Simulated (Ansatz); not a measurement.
# Pnma (COD entry) KPO2F2, displaced supercell (48 atoms), step 2 of a relaxation

The starting structure: Pnma (COD entry) KPO2F2 (cell 8.039, 6.205, 7.635, 90, 90, 90), 1 x 2 x 1 conventional cells; every coordinate displaced by a Gaussian of 0.03 Å.

Geometry: step 2 of a relaxation. Computed with Ansatz 0.2.0: Kohn-Sham DFT, r2SCAN, PAW (set soft_2), plane waves; cutoff 500 eV, Γ point, fermi-dirac smearing of 0.025 eV.

Cell vectors (Å):

```
7.912 0.007 -0.002
0.010 12.216 -0.004
-0.002 -0.003 7.521
```

Positions (Å):

```
1 K 1.221 1.467 1.071
2 K 2.715 4.602 4.735
3 K 6.775 4.603 6.409
4 K 5.125 1.469 2.711
5 P 0.728 1.530 5.213
6 P 3.235 4.569 1.425
7 P 7.187 4.558 2.306
8 P 4.668 1.543 6.078
9 O 0.778 0.263 5.901
10 O 3.183 5.857 2.159
11 O 7.106 3.266 1.624
12 O 4.735 2.834 5.396
13 O 7.135 5.871 1.612
14 O 4.771 0.255 5.357
15 O 0.787 2.814 5.915
16 O 3.210 3.298 2.148
17 F 7.480 1.528 4.232
18 F 4.446 4.612 0.463
19 F 0.483 4.581 3.257
20 F 3.467 1.536 7.054
21 F 1.857 1.485 4.139
22 F 2.109 4.569 0.341
23 F 6.071 4.598 3.461
24 F 5.745 1.503 7.173
25 K 1.219 7.580 1.153
26 K 2.744 10.741 4.730
27 K 6.730 10.743 6.433
28 K 5.147 7.593 2.640
29 P 0.702 7.648 5.244
30 P 3.224 10.690 1.426
31 P 7.189 10.688 2.310
32 P 4.669 7.656 6.058
33 O 0.784 6.335 5.891
34 O 3.182 11.963 2.138
35 O 7.156 9.412 1.652
36 O 4.721 8.936 5.354
37 O 7.157 11.976 1.625
38 O 4.720 6.388 5.377
39 O 0.794 8.925 5.938
40 O 3.203 9.446 2.206
41 F 7.423 7.653 4.272
42 F 4.498 10.738 0.482
43 F 0.514 10.655 3.255
44 F 3.474 7.690 7.083
45 F 1.838 7.622 4.132
46 F 2.139 10.768 0.298
47 F 6.114 10.705 3.430
48 F 5.831 7.662 7.173
```

**Question.** What force acts on each atom?

Columns: atom, fx, fy, fz (forces in eV/Å).

```
1 -0.041 0.078 0.009
2 0.176 0.013 0.150
3 -0.186 0.001 0.052
4 0.065 0.066 0.004
5 1.186 0.950 0.091
6 -0.247 1.089 0.632
7 -1.572 1.359 0.163
8 0.312 -0.885 -0.707
9 -0.081 -1.979 1.335
10 -0.113 -0.209 -0.221
11 0.044 -0.506 -0.319
12 -0.123 0.819 -0.527
13 -0.030 -0.622 0.018
14 -0.416 0.067 -0.136
15 -0.009 0.655 0.262
16 -0.076 -0.837 0.230
17 -1.749 0.144 -1.239
18 0.600 -0.091 -0.532
19 1.074 -0.189 0.725
20 -0.960 -0.098 0.334
21 0.664 0.252 -0.522
22 -0.207 -0.033 -0.185
23 0.455 -0.125 -0.627
24 1.172 0.122 1.025
25 -0.018 0.091 -0.045
26 0.108 -0.063 0.153
27 -0.046 -0.094 0.010
28 0.056 0.068 0.035
29 1.560 -0.648 -0.616
30 0.711 0.331 -0.278
31 0.229 1.083 1.027
32 0.749 1.347 1.888
33 -0.166 -0.493 0.676
34 -0.151 1.211 0.569
35 -0.274 -2.274 -1.504
36 -0.028 0.790 -0.389
37 -0.092 0.904 -0.648
38 -0.099 -2.020 -0.957
39 -0.137 0.900 0.619
40 -0.238 -0.712 -0.520
41 -1.109 0.121 -0.711
42 -0.350 -0.365 0.086
43 0.749 0.191 0.613
44 -0.111 -0.105 -0.011
45 -0.088 0.202 -0.004
46 0.004 -0.553 0.040
47 -0.657 0.049 0.500
48 -0.538 -0.003 -0.548
```

Only the Γ point is sampled, in a cell whose shortest periodic width is 8 Å.

The r.m.s. force component is 0.681 eV/Å; the longest force, 2.74 eV/Å, acts on O35. The energy lies 24.4 meV/atom below that of the first step of this run.

[Logs are printed without paths, hosts, clocks, repeated set-up lines and the standing remarks that a program may print on its own settings, such as how far it seeks lower states.]

[Hosts, paths, dates, database ids (printed as entryN), source tags and the programs' standing remarks are cut or masked in the printed files.]
